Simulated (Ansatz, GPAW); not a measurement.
# Dielectric function and optical constants of Au3IO (model structure), part 3 of 3

Aim: the dielectric function of Au3IO (model structure), and the optical constants that follow from it. The cell was made here by substitution or stacking, whether or not such a phase is known. It was built so: All Ag replaced by Au and S replaced by O in the R3 structure of Ag3SI. The cell is first relaxed with Ansatz.

GPAW 26.7.0; DFT, PBE, plane-wave PAW (GPAW data sets), scalar-relativistic, RPA, optical limit.

So far. Step 3 (Ground state): There is a gap, 1.36 eV on this mesh (points off the mesh can give less), so no carriers' term is needed.

**5. Dielectric function, RPA (continued)**

The reflectivity at normal incidence has structure finer than the step of the table below, so its rows give means over 0.5 eV, whole bins alone (the curve runs from 0 to 19.9 eV). Peaks (eV: height): E ∥ x 3.10: 41.4, 3.94: 40.6, 4.79: 40.1, 5.17: 39.7, 6.39: 36.2, 8.21: 38.4, 9.35: 33.6; E ∥ z 1.84: 28.8, 2.32: 35.6, 3.22: 41.5, 3.64: 42.9, 4.52: 37.4, 5.17: 38.5, 6.55: 25.9.

Sum at mesh points, not converged in k. Reflectivity at normal incidence against photon energy; means over each step:

| photon energy (eV) | E ∥ x (%) | E ∥ z (%) |
| --- | --- | --- |
| 0.5 | 23.1 | 20.8 |
| 1.0 | 24.3 | 22.0 |
| 1.5 | 27.2 | 25.3 |
| 2.0 | 29.2 | 27.6 |
| 2.5 | 30.1 | 30.9 |
| 3.0 | 36.3 | 33.0 |
| 3.5 | 35.0 | 38.6 |
| 4.0 | 37.1 | 27.6 |
| 4.5 | 36.4 | 34.6 |
| 5.0 | 36.9 | 32.4 |
| 5.5 | 34.2 | 30.0 |
| 6.0 | 28.9 | 20.8 |
| 6.5 | 32.0 | 21.3 |
| 7.0 | 27.9 | 19.3 |
| 7.5 | 28.7 | 14.2 |
| 8.0 | 34.2 | 13.0 |
| 8.5 | 32.1 | 12.3 |
| 9.0 | 29.2 | 9.75 |
| 9.5 | 29.6 | 12.0 |
| 10.0 | 22.5 | 14.4 |
| 10.5 | 19.0 | 13.5 |
| 11.0 | 16.9 | 10.8 |
| 11.5 | 15.9 | 9.77 |
| 12.0 | 13.3 | 10.0 |
| 12.5 | 15.6 | 11.7 |
| 13.0 | 12.9 | 11.8 |
| 13.5 | 11.5 | 10.4 |
| 14.0 | 11.7 | 11.0 |
| 14.5 | 12.6 | 10.4 |
| 15.0 | 13.6 | 10.8 |
| 15.5 | 13.7 | 11.6 |
| 16.0 | 10.2 | 8.33 |
| 16.5 | 9.11 | 7.22 |
| 17.0 | 9.01 | 7.95 |
| 17.5 | 7.35 | 9.16 |
| 18.0 | 6.58 | 10.6 |
| 18.5 | 7.88 | 8.20 |
| 19.0 | 7.91 | 9.58 |
| 19.5 | 7.46 | 9.10 |

The Im ε, E ∥ x has structure finer than the step of the table below, so its rows give means over 0.5 eV, whole bins alone (the curve runs from 0 to 19.9 eV). Peaks (eV: height): without local fields 1.95: 5.19, 2.36: 6.07, 3.14: 14.7, 3.89: 12.6, 4.52: 10.7, 6.28: 6.55; with local fields 1.95: 4.61, 2.36: 5.44, 3.14: 13.1, 3.89: 11.7, 4.52: 9.70, 6.33: 5.66.

Sum at mesh points, not converged in k; values under the direct gap are tails of Lorentzian lines. The Im ε, E ∥ x by photon energy; means over each step:

| photon energy (eV) | without local fields | with local fields |
| --- | --- | --- |
| 0.5 | 0.0350 | 0.0310 |
| 1.0 | 0.0971 | 0.0856 |
| 1.5 | 0.680 | 0.582 |
| 2.0 | 3.52 | 3.10 |
| 2.5 | 5.21 | 4.65 |
| 3.0 | 9.29 | 8.27 |
| 3.5 | 10.3 | 9.40 |
| 4.0 | 10.7 | 9.85 |
| 4.5 | 9.72 | 8.73 |
| 5.0 | 8.20 | 7.25 |
| 5.5 | 6.14 | 5.40 |
| 6.0 | 5.37 | 4.57 |
| 6.5 | 5.24 | 4.59 |
| 7.0 | 4.27 | 3.64 |
| 7.5 | 4.81 | 3.98 |
| 8.0 | 3.97 | 3.53 |
| 8.5 | 2.73 | 2.41 |
| 9.0 | 2.44 | 2.24 |
| 9.5 | 1.83 | 1.70 |
| 10.0 | 1.66 | 1.52 |
| 10.5 | 1.59 | 1.41 |
| 11.0 | 1.53 | 1.38 |
| 11.5 | 1.45 | 1.34 |
| 12.0 | 1.42 | 1.26 |
| 12.5 | 1.40 | 1.30 |
| 13.0 | 1.20 | 1.12 |
| 13.5 | 1.26 | 1.12 |
| 14.0 | 1.35 | 1.15 |
| 14.5 | 1.23 | 1.13 |
| 15.0 | 1.07 | 1.05 |
| 15.5 | 0.906 | 0.908 |
| 16.0 | 0.799 | 0.749 |
| 16.5 | 0.822 | 0.796 |
| 17.0 | 0.734 | 0.726 |
| 17.5 | 0.743 | 0.708 |
| 18.0 | 0.695 | 0.716 |
| 18.5 | 0.678 | 0.775 |
| 19.0 | 0.628 | 0.707 |
| 19.5 | 0.541 | 0.655 |

The loss function −Im 1/ε at q → 0 has structure finer than the step of the table below, so its rows give means over 0.5 eV, whole bins alone (the curve runs from 0 to 19.9 eV). Peaks (eV: height): E ∥ x 12.75: 0.930, 15.73: 1.27, 16.96: 1.17, 19.45: 1.16; E ∥ z 7.61: 0.551, 8.52: 0.539, 10.74: 0.605, 15.83: 0.930, 18.50: 1.01, 19.45: 1.16.

Sum at mesh points, not converged in k; values under the direct gap are tails of Lorentzian lines. Loss function −Im 1/ε at q → 0 against energy loss; means over each step:

| energy loss (eV) | E ∥ x | E ∥ z |
| --- | --- | --- |
| 0.5 | 4.7e-4 | 5.5e-4 |
| 1.0 | 0.00113 | 0.00131 |
| 1.5 | 0.00533 | 0.00563 |
| 2.0 | 0.0264 | 0.0250 |
| 2.5 | 0.0380 | 0.0571 |
| 3.0 | 0.0398 | 0.0483 |
| 3.5 | 0.0736 | 0.0915 |
| 4.0 | 0.0905 | 0.174 |
| 4.5 | 0.109 | 0.126 |
| 5.0 | 0.138 | 0.188 |
| 5.5 | 0.185 | 0.307 |
| 6.0 | 0.217 | 0.332 |
| 6.5 | 0.219 | 0.341 |
| 7.0 | 0.273 | 0.441 |
| 7.5 | 0.250 | 0.490 |
| 8.0 | 0.260 | 0.422 |
| 8.5 | 0.367 | 0.497 |
| 9.0 | 0.411 | 0.410 |
| 9.5 | 0.523 | 0.397 |
| 10.0 | 0.642 | 0.431 |
| 10.5 | 0.705 | 0.555 |
| 11.0 | 0.724 | 0.543 |
| 11.5 | 0.743 | 0.517 |
| 12.0 | 0.768 | 0.538 |
| 12.5 | 0.764 | 0.520 |
| 13.0 | 0.858 | 0.609 |
| 13.5 | 0.826 | 0.596 |
| 14.0 | 0.814 | 0.669 |
| 14.5 | 0.843 | 0.681 |
| 15.0 | 0.933 | 0.691 |
| 15.5 | 1.08 | 0.835 |
| 16.0 | 1.17 | 0.875 |
| 16.5 | 1.06 | 0.746 |
| 17.0 | 1.14 | 0.756 |
| 17.5 | 1.05 | 0.753 |
| 18.0 | 0.980 | 0.928 |
| 18.5 | 1.01 | 0.946 |
| 19.0 | 1.10 | 0.964 |
| 19.5 | 1.13 | 1.12 |

At chosen wavelengths:

| wavelength (nm) | n x | k x | R (%) x | 1/α x | n z | k z | R (%) z | 1/α z |
| --- | --- | --- | --- | --- | --- | --- | --- | --- |
| 1550 | 2.89 | 0.010 | 23.6 | 13 µm | 2.72 | 0.009 | 21.4 | 13 µm |
| 1064 | 2.99 | 0.019 | 24.9 | 4.4 µm | 2.82 | 0.018 | 22.6 | 4.6 µm |
| 800 | 3.21 | 0.131 | 27.7 | 487 nm | 3.05 | 0.065 | 25.6 | 980 nm |
| 633 | 3.19 | 0.701 | 29.3 | 72 nm | 2.99 | 0.610 | 26.6 | 83 nm |
| 308 | 2.43 | 1.920 | 37.1 | 13 nm | 1.83 | 1.281 | 24.2 | 19 nm |
| 248 | 1.91 | 1.739 | 33.5 | 11 nm | 1.98 | 1.518 | 29.2 | 13 nm |
| 193 | 1.39 | 1.714 | 35.7 | 9.0 nm | 1.40 | 1.131 | 20.4 | 14 nm |

Below the direct gap, k and the depth come from the tails of the Lorentzian lines, not from transitions.

Rows near the edge hang on the gap, which this functional as a rule makes too small, and phonon-assisted absorption is left out.

**6. Summary of results**

- electronic dielectric constant ε∞, mean over x, y and z (by symmetry where fewer were run) (RPA): 7.64

At this level (PBE, RPA) Au3IO has a mean ε∞ = 7.64 and n = 2.89 at 1550 nm (E ∥ x). The cell grew by 36.5 % in volume. On the mesh the gap is 1.30 eV and the least direct gap 1.36 eV, so on this mesh the band edges lie at different points. Local fields change the static value along x from 8.73 to 7.95 (-9 %). The static values by axis are 7.95 (x), 7.02 (z). Excitons and phonon-assisted transitions are missing; PBE gaps are as a rule too small, which pulls the onset down and ε∞ up. Spin-orbit coupling is left out although heavy atoms are present. The cell grew by 37 % in the relaxation, which can come from the guessed start or, where layers or molecules are weakly bound, from the missing dispersion term; a larger cell lowers ε. In this version of GPAW the matrix elements of the optical limit are incomplete, which can lower ε − 1 by up to a tenth where first-row anions or d states rule, and shift it by more in d metals. The sum runs over mesh points 0.21 Å⁻¹ apart with no interpolation, so peaks are partly noise of the mesh and static values carry its error. Besides steps told in other documents, this task had 1 run with a known fault of program or setting; those not told in a step above aren't shown.

[Hosts, paths, dates, database ids (printed as entryN), source tags and the programs' standing remarks are cut or masked in the printed files.]
